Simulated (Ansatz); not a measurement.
# Transmission past a defect: Mo wire along [100], 2 atoms a period, vacancy of one Mo, part 2 of 4

Wanted: the relaxed defect and the transmission past it, beside the channels of the perfect wire.

Ansatz 0.2.0; DFT PBE, plane waves, PAW; relaxation of a wire's period (the session's first sound run).

So far. Step 2 (Relaxing the period): The cell's length comes to 3.093 Å with spin left out.

### 3. The wire at its relaxed period

This step: DFT PBE, plane waves, PAW; channels and complex bands of a perfect wire (Ansatz 0.2.0).

At the relaxed period the Bloch states of the perfect wire are found at each energy: those that move forward count the open channels, and those that decay describe how a disturbance dies away inside the wire itself. An energy step of 0.035 eV is under the 0.039 eV that the program asks for its thermal average at 300 K.

input.yaml

```yaml
crystal:
  lattice:
    - [8.38, 0.0, 0.0]
    - [0.0, 8.38, 0.0]
    - [0.0, 0.0, 3.0930234143]
  atoms:
    - { symbol: Mo, position: [0.432941227, 0.432941227, 0.0] }
    - { symbol: Mo, position: [0.567058773, 0.567058773, 0.5] }
kpoints:
  mp_grid: { grid: [1, 1, 26] }
scf:
  occupations: { method: fermi_dirac, width: 0.05 }
hamiltonian:
  xc: pbe
output:
  transmission:
    e_range: [-1.26, 1.26]
    de: 0.035
    kmesh: [1, 1]
    reduced_basis: true
    leads: [[0, 0]]
basis:
  ecutwfc: "350 eV"
```

Started as:

```bash
ansatz run input.yaml --threads 4 --pin off --max-ram 16384MiB --backend cpu --events-out ev --progress --plain --runs-dir out
```

Numbers of over 12 decimals in the logs are rounded to 6 here.

The log of the run:

```text
Warning: basis.ecutwfc = 350 eV is below the records' recommended 420 eV, and the density's cutoff is lower with it unless basis.ecutrho_ratio is high enough to keep the records' density cutoff: compare with a run at a higher cutoff
[...]
Crystal: 2 atoms, lattice volume = 217.206 Å³
Basis set: ecut = 350 eV, 3221 PW (Γ)
Bands: 18, of which v1, the nominal top of the filled ones, is band 14 counted from 1 (13 counted from 0)
Symmetry: 8 space group operations
[...]
k-points: 14 of 26
[...]
SCF iter   1: F=—  HF=-9906.051758 eV  |F-HF|=—  |Δ(HF+E_count)|=         —  Δρ=9.56e-3  dr2=1.34e-1  ethr=1.77e-3  ⟨swp⟩=5.8  Hψ=1203  notcnv=0
[...]
SCF iter   8: F=-9906.038524 eV  HF=-9906.038524 eV  |F-HF|=5.51e-8  |Δ(HF+E_count)|=   2.41e-8  Δρ=2.70e-6  dr2=2.74e-8  ethr=3.57e-10  ⟨swp⟩=4.4  Hψ=760  notcnv=0
SCF 1 converged in 8 iterations: F = -9906.038524 eV  dr2 = 2.74e-8
[...]
transmission: 4 of 24 steps passed
transmission: 8 of 24 steps passed
[...]
transmission: 24 of 24 steps passed
Second SCF, for the conductance: iteration 1, dr2 2.645e-4 eV
Second SCF, for the conductance: iteration 2, dr2 5.353e-5 eV
Second SCF, for the conductance: iteration 3, dr2 8.140e-6 eV
Second SCF, for the conductance: iteration 4, dr2 8.849e-7 eV
Second SCF, for the conductance: iteration 5, dr2 1.081e-7 eV
Second SCF, for the conductance: iteration 6, dr2 9.825e-9 eV
transmission: 4 of 24 steps passed
transmission: 8 of 24 steps passed
[...]
transmission: 24 of 24 steps passed
SCF converged after 8 iterations
Free energy (F): -9906.038524 eV
[...]
Internal energy: -9906.030530 eV  (E = F + TS)
E sigma→0 (E₀):  -9906.034527 eV
Entropy (-TS):   -0.007994 eV (-3.997 meV/atom)
Fermi energy:    0.276910 eV
[...]
--- Band table (eV; the first three rows and the last of 14) ---
  k-point 0: bands = [... 10 lower, -2.3402, -1.7817, -1.7751, -0.4920, 0.3846, 0.4128, 1.4982, 1.5124]
  k-point 1: bands = [... 10 lower, -2.3526, -1.7835, -1.7674, -0.6045, 0.4285, 0.5262, 1.4741, 1.5197]
  k-point 2: bands = [... 10 lower, -2.3853, -1.8095, -1.7250, -0.8486, 0.5534, 0.7726, 1.4132, 1.5428]
  k-point 13: bands = [... 10 lower, -1.5652, -1.5652, 0.0184, 0.0184, 0.7455, 0.7455, 2.0557, 2.0557]
--- Transmission ---
  basis      : 509 plane waves across, 4 finite elements along
  points     : 1, standing for a mesh of 1 x 1
  filling    : by a second SCF (6 iterations) under fermi_dirac of width 0.025852 eV on a mesh of 1 x 1 x 53, whose Fermi level is 0.287960 eV
  energies   : 73 from -1.260000 to 1.260000 eV about the Fermi level, 0.035000 eV apart; the leads are filled to 0.000000 eV, and channels, transmission and decay are at 0.000000 eV
  crystal 0  : Mo2, at the sites [0, 0], period 3.0930 Å: whole cells are its period
    offset         : up to 0.0000 Å between an atom of the period and one for which it stands
    filled         : 0.5 meV over the level at which it is neutral
    channels       : 0.000000e0 a spin
    conductance    : 6.7504e12 S/m² at 300 K; may be off by some 0.4 % by where its bands' edges are placed, 0.4 % from the distance to neutral
    slowest decay  : 0.0679 /Å at (0.0000, 0.0000)
```

It took 52 s on 4 threads of Arm Neoverse V1, shared host; peak memory 0.59 GiB.

This step gave:

```yaml
energy_at_zero_smearing: -9906.0345 eV
channels_at_the_energy_nearest_the_fermi_level_one_spin: 0
conductance_of_the_lead_as_this_run_defines_it: 0.06118 G₀
slowest_decay_in_the_lead_at_the_energy_nearest_the_fermi_level: 0.0679 Å⁻¹
band_gap: 0.2124 eV
```

Open channels of the lead, one spin against energy, zero at the Fermi level:

```
energy (eV)  open channels of the lead, one spin
     -1.190                                    3
     -1.085                                    3
     -1.015                                    3
     -0.910                                    3
     -0.805                                    3
     -0.700                                    2
     -0.595                                    2
     -0.490                                    2
     -0.385                                    2
     -0.315                                    2
     -0.210                                    2
     -0.105                                    2
      0.000                                    0
      0.105                                    1
      0.210                                    2
      0.315                                    2
      0.385                                    2
      0.490                                    4
      0.595                                    4
      0.700                                    4
      0.805                                    4
      0.910                                    4
      1.015                                    4
      1.085                                    4
      1.190                                    4
```

The slowest values at each energy, most degenerate partners merged, listed up to 1.5 1/Å. Table of Im kz of the slowest decaying states by energy, zero at the Fermi level:

```
energy (eV)  decay 1 (Å⁻¹)  decay 2 (Å⁻¹)  decay 3 (Å⁻¹)  decay 4 (Å⁻¹)
      -1.26         0.0442          0.345          0.541          0.851
      -1.16          0.113          0.339          0.541          0.834
      -1.05          0.147          0.331          0.540          0.817
      -0.94          0.170          0.322          0.537          0.800
      -0.84          0.185          0.311          0.533          0.782
      -0.77          0.193          0.302          0.529          0.769
      -0.67         0.0648          0.201          0.288          0.523
      -0.56         0.0864          0.205          0.272          0.515
      -0.46         0.0978          0.206          0.254          0.506
      -0.35          0.103          0.204          0.232          0.495
      -0.24          0.102            0.2          0.207          0.483
      -0.14         0.0947          0.175          0.194          0.470
      -0.04         0.0566         0.0805          0.134          0.187
       0.00         0.0679         0.0734          0.116          0.185
       0.04         0.0645         0.0763         0.0941          0.182
       0.14         0.0906          0.175          0.425          0.588
       0.24         0.0912          0.167          0.404          0.563
       0.35         0.0746          0.158          0.380          0.537
       0.46          0.149          0.353          0.509          0.722
       0.56          0.149          0.321          0.480          0.686
       0.67          0.162          0.282          0.449          0.646
       0.77          0.174          0.232          0.414          0.600
       0.84          0.181          0.188          0.390          0.564
       0.94         0.0722          0.190          0.350          0.498
       1.05          0.124          0.197          0.304          0.409
       1.16          0.204          0.218          0.248          0.272
       1.26         0.0987          0.175          0.209          0.299
```

By hand: the program gives 6.7504 × 10^12 S/m² over the cell's cross-section of 70.22 Å² = 7.022 × 10^-19 m², so one cell conducts 4.740 × 10^-6 S. Divided by G0 = 2e²/h = 7.748 × 10^-5 S this is 0.0612 G0, a resistance of 211 kΩ.

At the computed energy nearest the Fermi level there are 0 channels a spin, and the thermal average gives 0.0612 G₀; the gap is 0.21 eV.

(Continued in part 3 of 4.)

[Logs are printed without paths, hosts, clocks, repeated set-up lines and the standing remarks that a program may print on its own settings, such as how far it seeks lower states.]

[Hosts, paths, dates, database ids (printed as entryN), source tags and the programs' standing remarks are cut or masked in the printed files.]
